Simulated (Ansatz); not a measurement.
# Converging the field response of a PbF2 (111) film

Which settings does the induced dipole of a PbF2 (111) film need, and which can be cut?

Calculated with Ansatz 0.2.0; plane-wave DFT, PBE, Ansatz PAW, in the first sound run; inputs show where later runs differ.

**1. Set-up**

The cell holds 9 atoms: 6 F and 3 Pb. Its edges and angles: a = 4.200 Å, b = 4.200 Å, c = 26.574 Å, α = 90.0°, β = 90.0°, γ = 120.0°. It derives from PbF2 (fluorite PbF2). Vacuum lies along c.

**2. Run, setting first choice**

The first choice: the default cutoff of 420 eV, a 6×6×1 mesh, 18 Å of vacuum, 0.1 V/Å and a tight threshold. Each later run changes one input against this one; other functionals and files bring their own cutoffs.

Contents of input.yaml:

```yaml
crystal:
  lattice:
    - [4.20021428, 0.0, 0.0]
    - [-2.10010714, 3.63749227, 0.0]
    - [0.0, 0.0, 26.5736514975]
  atoms:
    - { symbol: F, position: [0.66666667, 0.33333333, 0.3386813438] }
    - { symbol: Pb, position: [0.33333333, 0.66666667, 0.3709450751] }
    - { symbol: F, position: [0.0, 0.0, 0.4032088063] }
    - { symbol: F, position: [0.33333333, 0.66666667, 0.4677362688] }
    - { symbol: Pb, position: [0.0, 0.0, 0.5] }
    - { symbol: F, position: [0.66666667, 0.33333333, 0.5322637312] }
    - { symbol: F, position: [0.0, 0.0, 0.5967911937] }
    - { symbol: Pb, position: [0.66666667, 0.33333333, 0.6290549249] }
    - { symbol: F, position: [0.33333333, 0.66666667, 0.6613186562] }
kpoints:
  mp_grid: { grid: [6, 6, 1] }
hamiltonian:
  xc: pbe
scf:
  occupations: { method: fixed }
  convergence: { dr2_threshold: 1.0e-10 }
efield:
  axis: 3
  dipole_correction: true
  ramp_position: 0.97
  ramp_width: 0.06
  amplitude: 0.1
output:
  write_potential: true
  write_density: true
  volumetric_format: npy
```

Launch:

```console
$ ansatz run input.yaml --threads 2 --pin off --max-ram 3072MiB --backend cpu --events-out ev --progress --plain --runs-dir out
```

Numbers of over 12 decimals in the logs are rounded to 6 here.

Log:

```text
Engine: ansatz 0.2.0, aarch64-unknown-linux-gnu
Pseudopotentials: kind: paw
Pseudopotential: F, paw, valence charge 7, recommended cutoff 420 eV (normal), F.paw.azcp
Pseudopotential: Pb, paw, valence charge 14, recommended cutoff 420 eV (normal), Pb.paw.azcp
Functional definition: PBE
  parameter kappa = 0.804
  parameter beta = 0.066725
  exchange = pbe_x(kappa = kappa, mu = beta*pi^2/3)
  correlation = pbe_c(beta = beta)
Crystal: 9 atoms, lattice volume = 405.999 Å³
Basis set: ecut = 420 eV, 7775 PW (Γ)
Bands: 51, of which v1, the nominal top of the filled ones, is band 42 counted from 1 (41 counted from 0)
Symmetry: 6 space group operations
k-points: 7 of 36 (time reversal used)
Non-local potential: F, projectors of the file, l = 0: 2, l = 1: 2, l = 2: 1
Non-local potential: Pb, projectors of the file, l = 0: 2, l = 1: 2, l = 2: 2, l = 3: 2
PAW form: soft (Blöchl's): semilocal exchange-correlation on the pseudo side does not see the compensation charge
PAW one-centre angular grid: F, 110 points (default); XC on 64 Gauss nodes
PAW one-centre angular grid: Pb, 590 points (default); XC on 64 Gauss nodes
Initial density: superposition of atomic densities (neutral atoms: chi_scale 0, normalization atom, screened)
Initial wavefunctions: pseudopotential atomic-orbital guess
Functional: x = pbe(κ = 0.804, μ = 0.219515), c = pbe(β = 0.066725)
SCF iter   1: F=—  HF=-40580.108868 eV  |F-HF|=—  |Δ(HF+E_count)|=         —  Δρ=7.02e-2  dr2=2.07e1  ethr=3.10e-3  p=0.084 e·Å  D=3.76e-2 V/Å  ΔV_dip=-1.00 eV  dr2_dipole=1.20e-3  V_vac-E_F(+/−)=9.92/8.55 eV  ⟨swp⟩=4.9  Hψ=1145  notcnv=0  defer=41
efield: sawtooth ramp at fractional position 0.9700 (set: `efield.ramp_position`, or a place that a band, a saddle search or an elastic batch's reference lends), width 0.0600; the density the first Hamiltonian is built on has a dipole p = 0.084 e·Å; the dipole correction subtracts the counter field D = 3.76e-2 V/Å, which shifts the + side's vacuum level by -1.00 eV against the − side's; the planar-averaged density in the ramp window peaks in size at 6.4e-7 e/Å³
preconditioner: auto → Resta (q_TF=auto, 2.098 Å⁻¹)  ε∞=2.0  [insulator: Δε(μ)=5.497 eV  Ē_g=16.530 eV  n_scr=82 (ndim 8)  ℏωp=16.9 eV  f_vac=0.583  ε∞_Penn≈2.0  vacuum switching on, ρ_ref=2.0e-2 e/Å³]
SCF iter   2: F=—  HF=-40574.360420 eV  |F-HF|=—  |Δ(HF+E_count)|=    5.75e0  Δρ=3.95e-2  dr2=2.39e0  ethr=3.10e-3  p=0.063 e·Å  D=2.82e-2 V/Å  ΔV_dip=-0.75 eV  dr2_dipole=1.85e-5  V_vac-E_F(+/−)=7.71/6.09 eV  ⟨swp⟩=4.0  Hψ=850  notcnv=0  defer=47  κ⁻¹=1.0e0(r=1)
SCF iter   3: F=—  HF=-40573.781887 eV  |F-HF|=—  |Δ(HF+E_count)|=   5.79e-1  Δρ=9.74e-3  dr2=3.99e-1  ethr=2.85e-3  p=0.065 e·Å  D=2.90e-2 V/Å  ΔV_dip=-0.77 eV  dr2_dipole=2.99e-5  V_vac-E_F(+/−)=8.22/6.62 eV  ⟨swp⟩=2.0  Hψ=709  notcnv=0  defer=33  κ⁻¹=6.9e-3(r=2)
SCF iter   4: F=—  HF=-40573.714851 eV  |F-HF|=—  |Δ(HF+E_count)|=   6.70e-2  Δρ=3.47e-3  dr2=4.22e-2  ethr=4.74e-4  p=0.058 e·Å  D=2.60e-2 V/Å  ΔV_dip=-0.69 eV  dr2_dipole=2.76e-5  V_vac-E_F(+/−)=7.76/6.08 eV  ⟨swp⟩=3.1  Hψ=604  notcnv=0  defer=49  κ⁻¹=9.6e-4(r=3)
SCF iter   5: F=—  HF=-40573.706747 eV  |F-HF|=—  |Δ(HF+E_count)|=   8.10e-3  Δρ=1.25e-3  dr2=5.38e-3  ethr=5.03e-5  p=0.060 e·Å  D=2.68e-2 V/Å  ΔV_dip=-0.71 eV  dr2_dipole=2.09e-6  V_vac-E_F(+/−)=7.81/6.15 eV  ⟨swp⟩=2.0  Hψ=605  notcnv=0  defer=49  κ⁻¹=4.5e-5(r=4)
SCF iter   6: F=—  HF=-40573.706685 eV  |F-HF|=—  |Δ(HF+E_count)|=   6.23e-5  Δρ=5.95e-4  dr2=1.23e-3  ethr=6.40e-6  p=0.061 e·Å  D=2.73e-2 V/Å  ΔV_dip=-0.73 eV  dr2_dipole=3.37e-7  V_vac-E_F(+/−)=7.84/6.20 eV  ⟨swp⟩=3.1  Hψ=608  notcnv=0  defer=49  κ⁻¹=1.7e-5(r=5)
SCF iter   7: F=—  HF=-40573.706856 eV  |F-HF|=—  |Δ(HF+E_count)|=   1.71e-4  Δρ=7.01e-5  dr2=2.33e-5  ethr=1.46e-6  p=0.061 e·Å  D=2.73e-2 V/Å  ΔV_dip=-0.72 eV  dr2_dipole=4.32e-9  V_vac-E_F(+/−)=7.82/6.17 eV  ⟨swp⟩=2.0  Hψ=607  notcnv=0  defer=49  κ⁻¹=5.2e-7(r=6)
SCF iter   8: F=—  HF=-40573.706861 eV  |F-HF|=—  |Δ(HF+E_count)|=   4.76e-6  Δρ=3.12e-5  dr2=3.13e-6  ethr=2.77e-8  p=0.061 e·Å  D=2.72e-2 V/Å  ΔV_dip=-0.72 eV  dr2_dipole=7.37e-10  V_vac-E_F(+/−)=7.82/6.17 eV  ⟨swp⟩=2.6  Hψ=690  notcnv=0  defer=31  κ⁻¹=1.7e-7(r=7)
SCF iter   9: F=—  HF=-40573.706492 eV  |F-HF|=—  |Δ(HF+E_count)|=   3.69e-4  Δρ=1.84e-5  dr2=1.26e-6  ethr=3.73e-9  p=0.061 e·Å  D=2.72e-2 V/Å  ΔV_dip=-0.72 eV  dr2_dipole=6.23e-12  V_vac-E_F(+/−)=7.82/6.17 eV  ⟨swp⟩=2.0  Hψ=458  notcnv=0  defer=29  κ⁻¹=1.1e-8(r=8)
SCF iter  10: F=—  HF=-40573.706492 eV  |F-HF|=—  |Δ(HF+E_count)|=   1.80e-7  Δρ=6.06e-6  dr2=1.50e-7  ethr=1.50e-9  p=0.061 e·Å  D=2.72e-2 V/Å  ΔV_dip=-0.72 eV  dr2_dipole=9.08e-10  V_vac-E_F(+/−)=7.82/6.17 eV  ⟨swp⟩=2.0  Hψ=597  notcnv=0  defer=29  κ⁻¹=7.7e-8(r=8)
SCF iter  11: F=—  HF=-40573.706492 eV  |F-HF|=—  |Δ(HF+E_count)|=   3.61e-8  Δρ=1.40e-6  dr2=3.86e-9  ethr=1.79e-10  p=0.061 e·Å  D=2.72e-2 V/Å  ΔV_dip=-0.72 eV  dr2_dipole=1.95e-11  V_vac-E_F(+/−)=7.82/6.17 eV  ⟨swp⟩=2.0  Hψ=597  notcnv=0  defer=29  κ⁻¹=3.6e-8(r=8)
SCF iter  12: F=—  HF=-40573.706492 eV  |F-HF|=—  |Δ(HF+E_count)|=  7.86e-10  Δρ=5.30e-7  dr2=5.64e-10  ethr=4.59e-12  p=0.061 e·Å  D=2.72e-2 V/Å  ΔV_dip=-0.72 eV  dr2_dipole=1.84e-12  V_vac-E_F(+/−)=7.82/6.17 eV  ⟨swp⟩=2.0  Hψ=603  notcnv=0  defer=29  κ⁻¹=9.1e-8(r=8)
SCF iter  13: F=—  HF=-40573.706492 eV  |F-HF|=—  |Δ(HF+E_count)|=  3.93e-10  Δρ=2.45e-7  dr2=1.19e-10  ethr=1.00e-12  p=0.061 e·Å  D=2.72e-2 V/Å  ΔV_dip=-0.72 eV  dr2_dipole=1.45e-15  V_vac-E_F(+/−)=7.82/6.17 eV  ⟨swp⟩=11.6  Hψ=1451  notcnv=0  κ⁻¹=1.5e-8(r=8)
SCF iter  14: F=-40573.706492 eV  HF=-40573.706492 eV  |F-HF|=5.09e-11  |Δ(HF+E_count)|=  1.24e-10  Δρ=5.04e-8  dr2=5.63e-12  ethr=1.00e-12  p=0.061 e·Å  D=2.72e-2 V/Å  ΔV_dip=-0.72 eV  dr2_dipole=3.54e-14  V_vac-E_F(+/−)=7.82/6.17 eV  ⟨swp⟩=2.0  Hψ=679  notcnv=0
SCF 1 converged in 14 iterations: F = -40573.706492 eV  dr2 = 5.63e-12
  greatest PAW one-centre occupation: 0.984 electrons in one spin orbital (limit 2), on the Pb atom at site 4 (counted from 0), in its partial waves of l = 2
WARN: The output density's exchange-correlation potential varies sharply where the density is thin. Do not read a vacuum level from v_tot or v_xc, or from such a field of the output density. On a cell that repeats whose density bears no net charge and no dipole along the vacuum's axis use v_es (v_loc + v_h of the components); under efield.dipole_correction with no amplitude use v_es + v_field, which holds any externa [...]
SCF converged after 14 iterations
Stability not checked: this state was not tested for a lower state beside it, because the mixer in use, unlike msr1, does not test its closes by its own steps (another_mixer; see scf.mixing.algorithm and scf.lower_state_search)
Free energy (F): -40573.706492 eV
Harris-Foulkes:  -40573.706492 eV  (|F-HF|=5.09e-11)
Internal energy: -40573.706492 eV  (E = F + TS)
E sigma→0 (E₀):  -40573.706492 eV
Fermi energy:    -2.290304 eV
Dipole field:    D = 0.027238 V/Å  (p = 0.061113 e·Å, saw-weighted, corrected)
Work function:   not extracted (applied field tilts the vacuum); planar V_es + V_field profile in the machine report
Levels:          The Fermi level and band energies are counted from a zero that moves with the ramp; work functions are not
--- Per-component energies (eV) ---
  E_band       = -997.588159
  E_kinetic    = 2091.427853
  E_local      = -78676.289592  (includes V_loc(G=0)·N_el)
  E_nonlocal   = 1490.673364
  E_hartree    = 38242.669253
  E_xc         = -1143.576145
  E_vxc        = -1012.578992  (∫ρ·V_xc dr)
  E_paw        = -32405.401788  (= ΣΔE_a)
  E_vpaw       = -1376.167379  (= ΣTr[D̂ρ^β])
  E_aug_tail   = 0.012344  (compensation charges beyond the density's cutoff)
  E_efield     = -0.005279  (sawtooth field / dipole correction)
  E_vefield    = -0.004447  (∫n·V_field dr)
  E_ewald      = 29826.783498
  E_smearing   = -0.000000  (= −TS)
  E_closure    = 0.000000  (closes the sum)
  Σ components = -40573.706492   (vs F -40573.706492, Δ=0.00e0)
--- Band table (eV; the first three rows and the last of 7) ---
  k-point 0: bands = [... 38 lower, -3.9477, -3.6806, -3.4373, -3.0798, 1.8816, 2.1287, 3.1517, 4.1791, ... 5 higher]
  k-point 1: bands = [... 38 lower, -3.7943, -3.5037, -3.2417, -2.9518, 2.0666, 2.2845, 3.0415, 3.5429, ... 5 higher]
  k-point 2: bands = [... 38 lower, -3.5732, -3.1138, -2.8014, -2.5968, 2.0107, 2.5896, 2.7926, 3.1790, ... 5 higher]
  k-point 6: bands = [... 38 lower, -3.4569, -2.7459, -2.5020, -2.2903, 2.9035, 3.0175, 3.2862, 3.6381, ... 5 higher]
```

The job ended after 19 s (2 threads of Arm Neoverse N1, shared host; peak memory 0.59 GiB; 37 s of CPU time).

Numbers from this step:

```yaml
gap_on_the_k_mesh: 4.153 eV
dipole_along_the_normal: 0.06111 e·Å
equivalent_conductor_thickness_p_eps_0ae: 7.238 Å
```

Running mean over 3.429 Å of the planar mean, with the applied field; the ramp of the sawtooth is left out. Table of electron's electrostatic potential energy less the highest filled level by z:

```tsv
z (Å)	electron's electrostatic potential energy less the highest filled level (eV)
3.5	6.38
4.0	6.43
4.5	6.48
5.0	6.53
5.5	6.58
6.0	6.62
6.5	6.61
7.0	6.24
7.5	5.05
8.0	3.35
8.5	1.67
9.0	0.00483
9.5	-0.890
10.0	-1.12
10.5	-1.20
11.0	-1.27
11.5	-1.33
12.0	-1.36
12.5	-1.37
13.0	-1.37
13.5	-1.35
14.0	-1.33
14.5	-1.29
15.0	-1.23
15.5	-1.15
16.0	-1.05
16.5	-0.944
17.0	-0.731
17.5	0.0896
18.0	1.72
18.5	3.48
19.0	5.25
19.5	6.66
20.0	7.21
20.5	7.34
21.0	7.40
21.5	7.46
22.0	7.51
22.5	7.56
23.0	7.61
```

The dipole corresponds to a conductor 7.238 Å thick.

**3. Single point, box 26.6 Å**

Changes to input.yaml since step 2:

```diff
@@ -28,2 +28,4 @@
   amplitude: 0.1
+basis:
+  ecutwfc: "250 eV"
 output:
```

Log:

```text
Warning: basis.ecutwfc = 250 eV is below the records' recommended 420 eV, and the density's cutoff is lower with it unless basis.ecutrho_ratio is high enough to keep the records' density cutoff: compare with a run at a higher cutoff
[...]
k-point 0: bands = [... 38 lower, -4.0936, -3.7586, -3.5163, -3.1371, 1.8335, 2.0831, 3.0996, 3.8533, ... 5 higher]
  k-point 1: bands = [... 38 lower, -3.8982, -3.5800, -3.3205, -3.0373, 2.0193, 2.2395, 2.9920, 3.4957, ... 5 higher]
  k-point 2: bands = [... 38 lower, -3.6589, -3.1716, -2.8840, -2.6839, 1.9492, 2.5328, 2.7248, 3.1246, ... 5 higher]
  k-point 6: bands = [... 38 lower, -3.5188, -2.8650, -2.6204, -2.4052, 2.8612, 2.9715, 3.2277, 3.5815, ... 5 higher]
[key lines of the parts left out:]
SCF converged after 13 iterations
Free energy (F): -40554.412062 eV
Fermi energy:    -2.405222 eV
Dipole field:    D = 0.026974 V/Å  (p = 0.060521 e·Å, saw-weighted, corrected)
```

The job ended after 7.9 s (2 threads; peak memory 0.41 GiB; 15 s of CPU time).

The dipole corresponds to a conductor 7.168 Å thick, -0.97 % from the first choice, at 0.42 times its CPU time.

**4. Run, box 26.6 Å**

Changes to input.yaml since step 3:

```diff
@@ -29,3 +29,3 @@
 basis:
-  ecutwfc: "250 eV"
+  ecutwfc: "330 eV"
 output:
```

Log:

```text
[...]
Crystal: 9 atoms, lattice volume = 405.999 Å³
Basis set: ecut = 330 eV, 5575 PW (Γ)
Bands: 51, of which v1, the nominal top of the filled ones, is band 42 counted from 1 (41 counted from 0)
Symmetry: 6 space group operations
k-points: 7 of 36 (time reversal used)
[...]
k-point 0: bands = [... 38 lower, -3.9627, -3.6938, -3.4500, -3.0978, 1.8717, 2.1200, 3.1455, 4.1034, ... 5 higher]
  k-point 1: bands = [... 38 lower, -3.8063, -3.5168, -3.2533, -2.9662, 2.0584, 2.2763, 3.0362, 3.5391, ... 5 higher]
  k-point 2: bands = [... 38 lower, -3.5861, -3.1282, -2.8157, -2.6110, 2.0027, 2.5814, 2.7831, 3.1711, ... 5 higher]
  k-point 6: bands = [... 38 lower, -3.4707, -2.7594, -2.5155, -2.3035, 2.8941, 3.0080, 3.2759, 3.6288, ... 5 higher]
[key lines of the parts left out:]
SCF converged after 14 iterations
Free energy (F): -40572.296623 eV
Fermi energy:    -2.303478 eV
Dipole field:    D = 0.027209 V/Å  (p = 0.061048 e·Å, saw-weighted, corrected)
```

Elapsed: 13 s, on 2 threads; peak memory 0.47 GiB.

The dipole corresponds to a conductor 7.230 Å thick, -0.11 % from the first choice, at 0.67 times its CPU time.

**5. Run, box 26.6 Å (run 2)**

Changes to input.yaml since step 4:

```diff
@@ -29,3 +29,3 @@
 basis:
-  ecutwfc: "330 eV"
+  ecutwfc: "600 eV"
 output:
```

Log:

```text
[...]
Crystal: 9 atoms, lattice volume = 405.999 Å³
Basis set: ecut = 600 eV, 13709 PW (Γ)
Bands: 51, of which v1, the nominal top of the filled ones, is band 42 counted from 1 (41 counted from 0)
Symmetry: 6 space group operations
k-points: 7 of 36 (time reversal used)
[...]
k-point 0: bands = [... 38 lower, -3.9475, -3.6804, -3.4371, -3.0792, 1.8817, 2.1287, 3.1518, 4.1927, ... 5 higher]
  k-point 1: bands = [... 38 lower, -3.7940, -3.5033, -3.2412, -2.9513, 2.0667, 2.2846, 3.0416, 3.5430, ... 5 higher]
  k-point 2: bands = [... 38 lower, -3.5729, -3.1131, -2.8007, -2.5962, 2.0107, 2.5897, 2.7928, 3.1791, ... 5 higher]
  k-point 6: bands = [... 38 lower, -3.4567, -2.7455, -2.5016, -2.2899, 2.9035, 3.0175, 3.2861, 3.6385, ... 5 higher]
[key lines of the parts left out:]
SCF converged after 14 iterations
Free energy (F): -40573.740014 eV
Fermi energy:    -2.289918 eV
Dipole field:    D = 0.027241 V/Å  (p = 0.061120 e·Å, saw-weighted, corrected)
```

The job ended after 31 s (2 threads; peak memory 0.86 GiB).

The dipole corresponds to a conductor 7.239 Å thick, +0.01 % from the first choice, at 1.7 times its CPU time.

**6. Run, box 26.6 Å (run 3)**

Changes to input.yaml since step 5:

```diff
@@ -16,3 +16,3 @@
 kpoints:
-  mp_grid: { grid: [6, 6, 1] }
+  mp_grid: { grid: [1, 1, 1] }
 hamiltonian:
@@ -28,4 +28,2 @@
   amplitude: 0.1
-basis:
-  ecutwfc: "600 eV"
 output:
```

Log:

```text
[...]
Crystal: 9 atoms, lattice volume = 405.999 Å³
Basis set: ecut = 420 eV, 7775 PW (Γ)
Bands: 51, of which v1, the nominal top of the filled ones, is band 42 counted from 1 (41 counted from 0)
Symmetry: 6 space group operations
k-points: 1
[...]
Internal energy: -40573.568906 eV  (E = F + TS)
E sigma→0 (E₀):  -40573.568906 eV
Fermi energy:    -3.201847 eV
Dipole field:    D = 0.027879 V/Å  (p = 0.062551 e·Å, saw-weighted, corrected)
Work function:   not extracted (applied field tilts the vacuum); planar V_es + V_field profile in the machine report
[...]
--- Band table (eV) ---
  k-point 0: bands = [... 38 lower, -3.8812, -3.6421, -3.4045, -3.2018, 1.6364, 1.8766, 2.8133, 3.8456, ... 5 higher]
[key lines of the parts left out:]
SCF converged after 14 iterations
Free energy (F): -40573.568906 eV
```

It took 2.9 s on 2 threads; peak memory 0.38 GiB.

The dipole corresponds to a conductor 7.408 Å thick, +2.35 % from the first choice, at 0.15 times its CPU time.

**7. Run, box 26.6 Å (run 4)**

Changes to input.yaml since step 6:

```diff
@@ -16,3 +16,3 @@
 kpoints:
-  mp_grid: { grid: [1, 1, 1] }
+  mp_grid: { grid: [2, 2, 1] }
 hamiltonian:
```

Log:

```text
[...]
Crystal: 9 atoms, lattice volume = 405.999 Å³
Basis set: ecut = 420 eV, 7775 PW (Γ)
Bands: 51, of which v1, the nominal top of the filled ones, is band 42 counted from 1 (41 counted from 0)
Symmetry: 6 space group operations
k-points: 2 of 4
[...]
Fermi energy:    -2.367329 eV
Dipole field:    D = 0.027280 V/Å  (p = 0.061209 e·Å, saw-weighted, corrected)
Work function:   not extracted (applied field tilts the vacuum); planar V_es + V_field profile in the machine report
[...]
--- Band table (eV) ---
  k-point 0: bands = [... 38 lower, -3.9354, -3.6786, -3.4357, -3.0773, 1.8839, 2.1301, 3.1513, 4.1777, ... 5 higher]
  k-point 1: bands = [... 38 lower, -3.5102, -2.8499, -2.5743, -2.3673, 1.8623, 2.4764, 2.6190, 3.4940, ... 5 higher]
[key lines of the parts left out:]
SCF converged after 14 iterations
Free energy (F): -40573.582435 eV
```

It took 4 s on 2 threads; peak memory 0.49 GiB.

The dipole corresponds to a conductor 7.249 Å thick, +0.16 % from the first choice, at 0.20 times its CPU time.

**8. Run, box 26.6 Å (run 5)**

Changes to input.yaml since step 7:

```diff
@@ -16,3 +16,3 @@
 kpoints:
-  mp_grid: { grid: [2, 2, 1] }
+  mp_grid: { grid: [3, 3, 1] }
 hamiltonian:
```

Log:

```text
[...]
Crystal: 9 atoms, lattice volume = 405.999 Å³
Basis set: ecut = 420 eV, 7775 PW (Γ)
Bands: 51, of which v1, the nominal top of the filled ones, is band 42 counted from 1 (41 counted from 0)
Symmetry: 6 space group operations
k-points: 3 of 9 (time reversal used)
[...]
--- Band table (eV) ---
  k-point 0: bands = [... 38 lower, -3.9455, -3.6786, -3.4353, -3.0790, 1.8817, 2.1288, 3.1514, 4.1793, ... 5 higher]
  k-point 1: bands = [... 38 lower, -3.5712, -3.1131, -2.8001, -2.5955, 2.0105, 2.5896, 2.7928, 3.1793, ... 5 higher]
  k-point 2: bands = [... 38 lower, -3.4548, -2.7457, -2.5006, -2.2889, 2.9033, 3.0173, 3.2863, 3.6386, ... 5 higher]
[key lines of the parts left out:]
SCF converged after 14 iterations
Free energy (F): -40573.703828 eV
Fermi energy:    -2.288909 eV
Dipole field:    D = 0.027237 V/Å  (p = 0.061112 e·Å, saw-weighted, corrected)
```

Wall time 8.6 s (2 threads); peak memory 0.52 GiB; 17 s of CPU time.

The dipole corresponds to a conductor 7.238 Å thick, -0.00 % from the first choice, at 0.46 times its CPU time.

**9. Run, box 26.6 Å (run 6)**

Changes to input.yaml since step 8:

```diff
@@ -16,3 +16,3 @@
 kpoints:
-  mp_grid: { grid: [3, 3, 1] }
+  mp_grid: { grid: [12, 12, 1] }
 hamiltonian:
```

Log:

```text
[...]
Crystal: 9 atoms, lattice volume = 405.999 Å³
Basis set: ecut = 420 eV, 7775 PW (Γ)
Bands: 51, of which v1, the nominal top of the filled ones, is band 42 counted from 1 (41 counted from 0)
Symmetry: 6 space group operations
k-points: 19 of 144 (time reversal used)
[...]
k-point 0: bands = [... 38 lower, -3.9477, -3.6806, -3.4373, -3.0798, 1.8816, 2.1287, 3.1517, 4.1791, ... 5 higher]
  k-point 1: bands = [... 38 lower, -3.9030, -3.6264, -3.3868, -3.0500, 1.9363, 2.1697, 3.1309, 3.9801, ... 5 higher]
  k-point 2: bands = [... 38 lower, -3.7943, -3.5037, -3.2417, -2.9518, 2.0666, 2.2845, 3.0415, 3.5429, ... 5 higher]
  k-point 18: bands = [... 38 lower, -3.4569, -2.7458, -2.5020, -2.2903, 2.9035, 3.0175, 3.2862, 3.6381, ... 5 higher]
[key lines of the parts left out:]
SCF converged after 14 iterations
Free energy (F): -40573.706757 eV
Fermi energy:    -2.290300 eV
Dipole field:    D = 0.027238 V/Å  (p = 0.061113 e·Å, saw-weighted, corrected)
```

The job ended after 55 s (2 threads; peak memory 0.76 GiB; 1.8 min of CPU time).

The dipole corresponds to a conductor 7.238 Å thick, +0.00 % from the first choice, at 3.0 times its CPU time.

(Part 1 of 3 ends here.)

[Logs are printed without paths, hosts, clocks, repeated set-up lines and the standing remarks that a program may print on its own settings, such as how far it seeks lower states.]

[Hosts, paths, dates, database ids (printed as entryN), source tags and the programs' standing remarks are cut or masked in the printed files.]

[Maps of the electrostatic potential energy from Ansatz leave out the sawtooth potential of an applied field or a dipole correction, so their vacuum need not be flat; planar profiles and work functions include it.]
